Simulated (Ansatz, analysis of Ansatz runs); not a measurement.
# NV- centre in diamond: hyperfine coupling against experiment

Subject: NV- centre in diamond. Wanted: its hyperfine coupling, in one set-up (HSE06 on PBE structures, 64-site cell, PBE lattice, 420 eV, k: 2x2x2 shifted 0.5 0.5 0.5 then the zone centre alone). The model is a cell of 64 host atoms with 1 site emptied and N put on another atom's site. The isotropic coupling follows from the spin density at the nucleus, the nuclear g-factor and the total spin. Exact exchange opens the gap, stiffens bonds and lessens the self-interaction error, at many times the cost.

**The experiment.** 14N, isotropic: -2.51 MHz at 300 K, by EPR (room temperature) (“Hyperfine interaction in the ground state of the negatively charged nitrogen vacancy center in diamond”, 2009, S. Felton et al.). The calculation is set beside it at the end.

Main program and level: Ansatz 0.2.0; plane-wave PAW DFT, PBE; relaxation of all atoms of a defect supercell.

## 1. The starting structure

The cell holds 63 atoms: 62 C and 1 N. Cell: a = 7.143 Å, b = 7.143 Å, c = 7.143 Å, α = 90.0°, β = 90.0°, γ = 90.0°. It derives from C (space group Fd-3m). Nearest the centre at fractional (0.375, 0.375, 0.375): C26 at 1.55 Å, C48 at 1.55 Å, C41 at 1.55 Å, N4 at 1.55 Å, C52 at 2.53 Å, C45 at 2.53 Å, C30 at 2.53 Å, C14 at 2.53 Å. The cell carries charge −1.

The host's primitive cell comes from a first run (plane-wave PAW DFT, PBE; relaxation of the host's cell and atoms): vectors of 2.525, 2.525 and 2.525 Å. That is 5.69 Å³ an atom, 0.4 % over the diffraction cell's volume. The supercell is built on it.

## 2. Relaxation, charge −1

Every later number rests on the structure around the defect, so the atoms are relaxed at the host's lattice first.

relax/input.yaml

```yaml
relax:
  f_tol: 0.02
  max_steps: 80
  random_displacement: { amplitude: 0.02, seed: 624 }
crystal:
  lattice:
    - [7.14316351, 0.0, 0.0]
    - [0.0, 7.14316351, 0.0]
    - [0.0, 0.0, 7.14316351]
  atoms:
    - { symbol: C, position: [0.0, 0.0, 0.25] }
    - { symbol: C, position: [0.0, 0.25, 0.0] }
    - { symbol: C, position: [0.25, 0.0, 0.0] }
    - { symbol: "N", position: [0.25, 0.25, 0.25] }
    - { symbol: C, position: [0.125, 0.125, 0.375] }
    - { symbol: C, position: [0.125, 0.375, 0.125] }
    - { symbol: C, position: [0.375, 0.125, 0.125] }
    - { symbol: C, position: [0.0, 0.0, 0.75] }
    - { symbol: C, position: [0.0, 0.25, 0.5] }
    - { symbol: C, position: [0.25, 0.0, 0.5] }
    - { symbol: C, position: [0.25, 0.25, 0.75] }
    - { symbol: C, position: [0.125, 0.125, 0.875] }
    - { symbol: C, position: [0.125, 0.375, 0.625] }
    - { symbol: C, position: [0.375, 0.125, 0.625] }
    - { symbol: C, position: [0.375, 0.375, 0.875] }
    - { symbol: C, position: [0.0, 0.5, 0.25] }
    - { symbol: C, position: [0.0, 0.75, 0.0] }
    - { symbol: C, position: [0.25, 0.5, 0.0] }
    - { symbol: C, position: [0.25, 0.75, 0.25] }
    - { symbol: C, position: [0.125, 0.625, 0.375] }
    - { symbol: C, position: [0.125, 0.875, 0.125] }
    - { symbol: C, position: [0.375, 0.625, 0.125] }
    - { symbol: C, position: [0.375, 0.875, 0.375] }
    - { symbol: C, position: [0.0, 0.5, 0.75] }
    - { symbol: C, position: [0.0, 0.75, 0.5] }
    - { symbol: C, position: [0.25, 0.5, 0.5] }
    - { symbol: C, position: [0.25, 0.75, 0.75] }
    - { symbol: C, position: [0.125, 0.625, 0.875] }
    - { symbol: C, position: [0.125, 0.875, 0.625] }
    - { symbol: C, position: [0.375, 0.625, 0.625] }
    - { symbol: C, position: [0.375, 0.875, 0.875] }
    - { symbol: C, position: [0.5, 0.0, 0.25] }
    - { symbol: C, position: [0.5, 0.25, 0.0] }
    - { symbol: C, position: [0.75, 0.0, 0.0] }
    - { symbol: C, position: [0.75, 0.25, 0.25] }
    - { symbol: C, position: [0.625, 0.125, 0.375] }
    - { symbol: C, position: [0.625, 0.375, 0.125] }
    - { symbol: C, position: [0.875, 0.125, 0.125] }
    - { symbol: C, position: [0.875, 0.375, 0.375] }
    - { symbol: C, position: [0.5, 0.0, 0.75] }
    - { symbol: C, position: [0.5, 0.25, 0.5] }
    - { symbol: C, position: [0.75, 0.0, 0.5] }
    - { symbol: C, position: [0.75, 0.25, 0.75] }
    - { symbol: C, position: [0.625, 0.125, 0.875] }
    - { symbol: C, position: [0.625, 0.375, 0.625] }
    - { symbol: C, position: [0.875, 0.125, 0.625] }
    - { symbol: C, position: [0.875, 0.375, 0.875] }
    - { symbol: C, position: [0.5, 0.5, 0.25] }
    - { symbol: C, position: [0.5, 0.75, 0.0] }
    - { symbol: C, position: [0.75, 0.5, 0.0] }
    - { symbol: C, position: [0.75, 0.75, 0.25] }
    - { symbol: C, position: [0.625, 0.625, 0.375] }
    - { symbol: C, position: [0.625, 0.875, 0.125] }
    - { symbol: C, position: [0.875, 0.625, 0.125] }
    - { symbol: C, position: [0.875, 0.875, 0.375] }
    - { symbol: C, position: [0.5, 0.5, 0.75] }
    - { symbol: C, position: [0.5, 0.75, 0.5] }
    - { symbol: C, position: [0.75, 0.5, 0.5] }
    - { symbol: C, position: [0.75, 0.75, 0.75] }
    - { symbol: C, position: [0.625, 0.625, 0.875] }
    - { symbol: C, position: [0.625, 0.875, 0.625] }
    - { symbol: C, position: [0.875, 0.625, 0.625] }
    - { symbol: C, position: [0.875, 0.875, 0.875] }
total_charge: -1
basis:
  ecutwfc: 420
  xc_grid: 2
hamiltonian:
  xc: pbe
kpoints:
  mp_grid: { grid: [2, 2, 2], shift: [0.5, 0.5, 0.5] }
magnetization:
  spin_polarized: true
  initial_magnetization: 2
  spin_locking: { lock_magnetization: hard }
scf:
  occupations: { method: fermi_dirac, width: 0.01 }
  max_iter: 120
output:
  forces: true
checkpoint:
  write: "../relax.run"
  compress: false
  write_wavefunctions: true
  write_every: 100000
```

Started as:

```
ansatz run input.yaml --threads 2 --pin off --max-ram 3768MiB --backend cpu --events-out ev --progress --plain --runs-dir out
```

Numbers of over 12 decimals in the logs are rounded to 6 here.

Log:

```text
[... repeated set-up lines and file paths are left out, and long positions are rounded to six places ...]
Engine: ansatz 0.2.0, x86_64-unknown-linux-gnu
Pseudopotentials: kind: paw
Pseudopotential: C, paw, valence charge 4, recommended cutoff 420 eV (normal), C.paw.azcp
Pseudopotential: N, paw, valence charge 5, recommended cutoff 420 eV (normal), N.paw.azcp
Functional definition: PBE
  parameter kappa = 0.804
  parameter beta = 0.066725
  exchange = pbe_x(kappa = kappa, mu = beta*pi^2/3)
  correlation = pbe_c(beta = beta)
Crystal: 63 atoms, lattice volume = 364.478 Å³
Basis set: ecut = 420 eV, 7123 PW (Γ), exchange–correlation on 96×96×96 points (8 copies of the dense FFT grid, shifted against one another)
Bands: 191, of which v1, the nominal top of the filled ones, is band 127 counted from 1 (126 counted from 0)
Symmetry: 1 space group operations
k-points: 4 of 8 (time reversal used)
Non-local potential: C, projectors of the file, l = 0: 2, l = 1: 2, l = 2: 1
Non-local potential: N, projectors of the file, l = 0: 2, l = 1: 2, l = 2: 1
PAW form: soft (Blöchl's): semilocal exchange-correlation on the pseudo side does not see the compensation charge
PAW one-centre angular grid: C, 110 points (default); XC on 64 Gauss nodes
PAW one-centre angular grid: N, 110 points (default); XC on 64 Gauss nodes
Initial density: superposition of atomic densities (chi_scale 0.1, normalization cell, long waves kept (reshape's long-wave potential 0.21 eV rms))
Starting moments: Σ|m| = 2 μB on 63 of 63 sites
Initial wavefunctions: pseudopotential atomic-orbital guess
Functional: x = pbe(κ = 0.804, μ = 0.219515), c = pbe(β = 0.066725)
SCF iter   1: F=—  HF=-15927.532580 eV  |F-HF|=—  |Δ(HF+E_count)|=         —  Δρ=7.06e-2 (↑7.06e-2 ↓6.93e-2)  dr2=5.07e1  dr2_m=6.21e-1  M=2.000 μB ∫|m|=2.001 μB  β_m=0.30  ethr=3.10e-3  ⟨swp⟩=6.0  Hψ=6108  notcnv=0  defer=316
preconditioner: auto → Resta (q_TF=auto, 2.569 Å⁻¹)  ε∞=4.4  [insulator: Δε(μ)=0.396 eV  Ē_g=16.858 eV  σ=0.010 eV  W_gap=1.00  n_scr=92 (ndim 8)  ℏωp=31.0 eV  f_vac=0.000  D(μ)=0.00/eV (n_scr^D=0)  ε∞_Penn≈4.4]
spin=Collinear: Resta preconditioning applied to the charge; magnetization (m = ρ↑ − ρ↓) channel mixes plain (no charge-response kernel on spin).
SCF iter   2: F=—  HF=-15920.354965 eV  |F-HF|=—  |Δ(HF+E_count)|=    7.18e0  Δρ=5.13e-2 (↑5.13e-2 ↓5.07e-2)  dr2=2.69e1  dr2_m=3.59e-1  M=2.000 μB ∫|m|=2.007 μB  β_m=0.65  ethr=3.10e-3  ⟨swp⟩=3.0  Hψ=2846  notcnv=0  defer=442
SCF iter   3: F=—  HF=-15912.293786 eV  |F-HF|=—  |Δ(HF+E_count)|=    8.06e0  Δρ=5.56e-3 (↑5.05e-3 ↓5.56e-3)  dr2=2.85e-1  dr2_m=1.98e-3  M=2.000 μB ∫|m|=2.126 μB  β_m=0.65  ethr=3.10e-3  ⟨swp⟩=3.2  Hψ=2244  notcnv=0  defer=442
SCF iter   4: F=—  HF=-15912.349184 eV  |F-HF|=—  |Δ(HF+E_count)|=   5.54e-2  Δρ=2.42e-3 (↑2.38e-3 ↓2.42e-3)  dr2=3.51e-2  dr2_m=5.94e-4  M=2.000 μB ∫|m|=2.144 μB  β_m=0.79  ethr=1.12e-4  ⟨swp⟩=3.0  Hψ=2506  notcnv=0  defer=450
SCF iter   5: F=—  HF=-15912.394811 eV  |F-HF|=—  |Δ(HF+E_count)|=   4.56e-2  Δρ=6.45e-4 (↑6.30e-4 ↓6.45e-4)  dr2=3.59e-3  dr2_m=2.13e-5  M=2.000 μB ∫|m|=2.152 μB  β_m=0.78  ethr=1.38e-5  ⟨swp⟩=2.8  Hψ=2167  notcnv=0  defer=450
SCF iter   6: F=—  HF=-15912.398269 eV  |F-HF|=—  |Δ(HF+E_count)|=   3.46e-3  Δρ=1.58e-4 (↑1.26e-4 ↓1.58e-4)  dr2=1.47e-4  dr2_m=9.03e-6  M=2.000 μB ∫|m|=2.156 μB  β_m=0.83  ethr=1.41e-6  ⟨swp⟩=2.0  Hψ=2210  notcnv=0  defer=450
SCF iter   7: F=—  HF=-15912.398437 eV  |F-HF|=—  |Δ(HF+E_count)|=   1.68e-4  Δρ=4.44e-5 (↑3.28e-5 ↓4.44e-5)  dr2=9.95e-6  dr2_m=8.32e-7  M=2.000 μB ∫|m|=2.158 μB  β_m=0.87  ethr=5.77e-8  ⟨swp⟩=2.0  Hψ=2094  notcnv=0  defer=450
SCF iter   8: F=-15912.398448 eV  HF=-15912.398449 eV  |F-HF|=3.24e-7  |Δ(HF+E_count)|=   1.18e-5  Δρ=1.13e-5 (↑1.13e-5 ↓9.04e-6)  dr2=1.09e-6  dr2_m=4.83e-8  M=2.000 μB ∫|m|=2.159 μB  ethr=3.92e-9  ⟨swp⟩=3.5  Hψ=3601  notcnv=0
SCF 1 converged in 8 iterations: F = -15912.398448 eV  dr2 = 1.09e-6
  greatest PAW one-centre occupation: 0.793 electrons in one spin orbital (limit 2), on the N atom at site 3 (counted from 0), in its partial waves of l = 0
relax step   1: F+E_penalty+E_count = -15912.39844822 eV  Δ(F+E_penalty+E_count) = +0.000e0 eV  max|allowed force component| = 2.029e0 eV/Å  Δτ_max = 0.0000 Å  (8 SCF iters, dr2 threshold 1.00e-5 eV, accepted)
[... the SCF cycles and remarks between the steps are left out from here to the last step ...]
relax step   2: F+E_penalty+E_count = -15913.31216467 eV  Δ(F+E_penalty+E_count) = -9.137e-1 eV  max|allowed force component| = 1.380e0 eV/Å  Δτ_max = 0.1005 Å  (6 SCF iters, dr2 threshold 1.00e-4 eV, accepted)
relax step   3: F+E_penalty+E_count = -15913.54213732 eV  Δ(F+E_penalty+E_count) = -2.300e-1 eV  max|allowed force component| = 6.905e-1 eV/Å  Δτ_max = 0.0607 Å  (5 SCF iters, dr2 threshold 1.00e-4 eV, accepted)
relax step   4: F+E_penalty+E_count = -15913.56762985 eV  Δ(F+E_penalty+E_count) = -2.549e-2 eV  max|allowed force component| = 4.663e-2 eV/Å  Δτ_max = 0.0174 Å  (4 SCF iters, dr2 threshold 1.00e-4 eV, accepted)
relax step   5: F+E_penalty+E_count = -15913.56763097 eV  Δ(F+E_penalty+E_count) = -1.124e-6 eV  max|allowed force component| = 4.657e-2 eV/Å  Δτ_max = 0.0000 Å  (3 SCF iters, accepted)
SCF iter   1: F=—  HF=-15913.567385 eV  |F-HF|=—  |Δ(HF+E_count)|=         —  Δρ=1.40e-4 (↑1.40e-4 ↓1.40e-4)  dr2=1.15e-4  dr2_m=9.41e-7  M=2.000 μB ∫|m|=2.206 μB  β_m=0.30  ethr=4.28e-7  ⟨swp⟩=5.0  Hψ=3592  notcnv=0  defer=456
SCF iter   2: F=—  HF=-15913.567367 eV  |F-HF|=—  |Δ(HF+E_count)|=   1.77e-5  Δρ=9.53e-5 (↑9.53e-5 ↓9.47e-5)  dr2=4.50e-5  dr2_m=5.11e-7  M=2.000 μB ∫|m|=2.206 μB  β_m=0.54  ethr=4.51e-8  ⟨swp⟩=2.0  Hψ=1876  notcnv=0  defer=456
SCF iter   3: F=—  HF=-15913.567942 eV  |F-HF|=—  |Δ(HF+E_count)|=   5.75e-4  Δρ=2.18e-5 (↑2.18e-5 ↓2.15e-5)  dr2=2.15e-6  dr2_m=3.73e-8  M=2.000 μB ∫|m|=2.206 μB  β_m=0.60  ethr=1.77e-8  ⟨swp⟩=2.0  Hψ=2074  notcnv=0  defer=456
SCF iter   4: F=-15913.567942 eV  HF=-15913.567942 eV  |F-HF|=7.35e-9  |Δ(HF+E_count)|=   8.66e-8  Δρ=3.03e-6 (↑3.03e-6 ↓3.03e-6)  dr2=6.75e-8  dr2_m=1.28e-9  M=2.000 μB ∫|m|=2.206 μB  ethr=3.94e-11  ⟨swp⟩=3.0  Hψ=4716  notcnv=0
SCF 6 converged in 4 iterations: F = -15913.567942 eV  dr2 = 6.75e-8
relax step   6: F+E_penalty+E_count = -15913.56794228 eV  Δ(F+E_penalty+E_count) = -3.113e-4 eV  max|allowed force component| = 1.139e-2 eV/Å  Δτ_max = 0.0028 Å  (4 SCF iters, accepted)
NSCF: frozen V_eff on 4 k-points
the band table was solved once a step of the walk had ended and its energy, with any forces and stress, was formed, with the checks that follow a solve (7311 applications of the Hamiltonian). They found nothing against the state; [...]
SCF converged after 4 iterations
Magnetization: 2.0000 μB (128.0000 up, 126.0000 down)
Absolute magnetization: 2.2062 μB (∫|ρ↑−ρ↓|, with the PAW one-centre terms)
Spin contamination: 0.0074 ħ² per cell (⟨S²⟩ above its minimum at these occupations)
Per-site moments (μB) at R_I (Å): [(0.0016482, 0.633332), (0.00164763, 0.633334), (0.00164767, 0.633328), [... 60 left out ...]
Free energy (F): -15913.567942 eV
Harris-Foulkes:  -15913.567942 eV  (|F-HF|=7.35e-9)
Internal energy: -15913.567942 eV  (E = F + TS)
E sigma→0 (E₀):  -15913.567942 eV
Fermi energy:    15.009438 (↑ 16.190293, ↓ 14.675561) eV
--- Per-component energies (eV) ---
  E_band       = 1022.261931
  E_kinetic    = 5863.856948
  E_local      = -4181.457799  (includes V_loc(G=0)·N_el)
  E_nonlocal   = 1701.973164
  E_hartree    = 952.517932
  E_xc         = -3087.072799
  E_vxc        = -3834.513838  (∫ρ·V_xc dr)
  E_paw        = -6279.436433  (= ΣΔE_a)
  E_vpaw       = -432.634197  (= ΣTr[D̂ρ^β])
  E_aug_tail   = 0.000659  (compensation charges beyond the density's cutoff)
  E_ewald      = -10883.949614
  E_smearing   = -0.000000  (= −TS)
  E_closure    = 0.000000  (closes the sum)
  E_deformation_potential = -21.107691  (in the stress; not in F)
  Σ components = -15913.567942   (vs F -15913.567942, Δ=0.00e0)
--- Forces (eV/Å), atoms counted from 1 ---
  atom   1  C      0.00168169     0.00247026    -0.00205039
  atom   2  C      0.00039874    -0.00176575     0.00235430
  [... 1 atom left out ...]
  atom   4  N     -0.01139224    -0.00889362    -0.00710437
  atom   5  C      0.00221447    -0.00036549     0.00526316
  atom   6  C      0.00264175     0.00632071     0.00110966
  atom   7  C      0.00379973     0.00183469     0.00188454
  [... 2 atoms left out ...]
  atom  10  C      0.00046481     0.00128817     0.00077958
  [... 7 atoms left out ...]
  atom  18  C      0.00083706     0.00107364     0.00083925
  [... 7 atoms left out ...]
  atom  26  C      0.00164892    -0.00122029    -0.00125826
  [... 5 atoms left out ...]
  atom  32  C      0.00019601     0.00156701     0.00069524
  [... 8 atoms left out ...]
  atom  41  C     -0.00054624     0.00195609    -0.00138639
  [... 6 atoms left out ...]
  atom  48  C     -0.00169153    -0.00244346     0.00170330
  [... 15 atoms left out ...]
  max |Σ_I F_I| component: 7.45e-5 eV/Å
--- Band table (eV; the first three rows and the last of 8) ---
  k-point 0 ↑: bands = ["-8.2476", "-7.2690", "-6.9847", "-6.9847", [... 183 left out ...] "22.7619", "23.1760", "23.1761", "23.3002"]
  k-point 1 ↑: bands = ["-8.2330", "-7.4031", "-6.9851", "-6.8178", [... 183 left out ...] "22.8436", "22.8953", "23.1465", "23.3354"]
  [... further k-points left out ...]
--- Relaxed structure (6 steps of the walk, 6 accepted, 0 SCFs on fresh bases) ---
  F+E_penalty+E_count = -15913.56794228 eV   max|allowed force component| = 1.139e-2 eV/Å
  atoms:
    - { symbol: C, position: [-0.001040, -0.001442, 0.249569] }
    - { symbol: C, position: [-0.001038, 0.249678, -0.001557] }
    [... 1 atom left out ...]
    - { symbol: N, position: [0.239374, 0.238961, 0.238839] }
    - { symbol: C, position: [0.125769, 0.125373, 0.369095] }
    - { symbol: C, position: [0.125765, 0.369205, 0.125250] }
    - { symbol: C, position: [0.369618, 0.125360, 0.125246] }
    [... 2 atoms left out ...]
    - { symbol: C, position: [0.251700, 0.002279, 0.497731] }
    [... 7 atoms left out ...]
    - { symbol: C, position: [0.251697, 0.497843, 0.002166] }
    [... 7 atoms left out ...]
    - { symbol: C, position: [0.245503, 0.508733, 0.508623] }
    [... 5 atoms left out ...]
    - { symbol: C, position: [0.498248, 0.002275, 0.251184] }
    [... 8 atoms left out ...]
    - { symbol: C, position: [0.509131, 0.245102, 0.508621] }
    [... 6 atoms left out ...]
    - { symbol: C, position: [0.509136, 0.508738, 0.244988] }
    [... 15 atoms left out ...]
```

Elapsed: 1.8 min, on 2 threads of Intel Xeon Platinum 8488C (Sapphire Rapids), shared host; peak memory 1.3 GiB.

The steps of the relaxation:

| step | energy less that of the first step (eV) | largest force component (eV/Å) |
| --- | --- | --- |
| 1 | 0.0000 | 2.0288 |
| 2 | -0.9137 | 1.3802 |
| 3 | -1.1437 | 0.6905 |
| 4 | -1.1692 | 0.0466 |
| 5 | -1.1692 | 0.0466 |
| 6 | -1.1695 | 0.0114 |

The atoms that moved most (Å, from the sites as typed, ahead of the random displacement, the mean shift of all atoms taken out):

| atom | dx | dy | dz | length |
| --- | --- | --- | --- | --- |
| N4 | -0.079 | -0.079 | -0.079 | 0.137 |
| C48 | 0.062 | 0.062 | -0.035 | 0.095 |
| C26 | -0.035 | 0.062 | 0.062 | 0.095 |
| C41 | 0.062 | -0.035 | 0.062 | 0.095 |
| C6 | 0.002 | -0.042 | 0.002 | 0.042 |
| C5 | 0.002 | 0.002 | -0.042 | 0.042 |
| C7 | -0.042 | 0.002 | 0.002 | 0.042 |
| C36 | -0.014 | 0.020 | 0.011 | 0.027 |

The atoms nearest to the centre after the run:

| atom | distance (Å) |
| --- | --- |
| C26 | 1.637 |
| C41 | 1.640 |
| C48 | 1.641 |
| N4 | 1.682 |
| C13 | 2.499 |
| C20 | 2.499 |
| C14 | 2.501 |
| C22 | 2.502 |
| C36 | 2.503 |
| C37 | 2.504 |
| C5 | 2.520 |
| C6 | 2.521 |
| C30 | 2.522 |
| C7 | 2.523 |
| C45 | 2.524 |
| C52 | 2.524 |

This step gave:

- free energy: -15913.5679 eV
- total moment: 2 μB
- integral of the absolute spin density: 2.206 μB
- spin contamination: 0.007435

The relaxation ends 19 meV an atom lower than the displaced start, with a largest force component of 0.011 eV/Å.

[end of part 1 of 2]

[Logs are printed without paths, hosts, clocks, repeated set-up lines and the standing remarks that a program may print on its own settings, such as how far it seeks lower states.]

[Hosts, paths, dates, database ids (printed as entryN), source tags and the programs' standing remarks are cut or masked in the printed files.]

[For some hosts the program warned that the k-mesh of the response run may be too coarse for force constants and the static dielectric constant; such warnings are not shown here.]
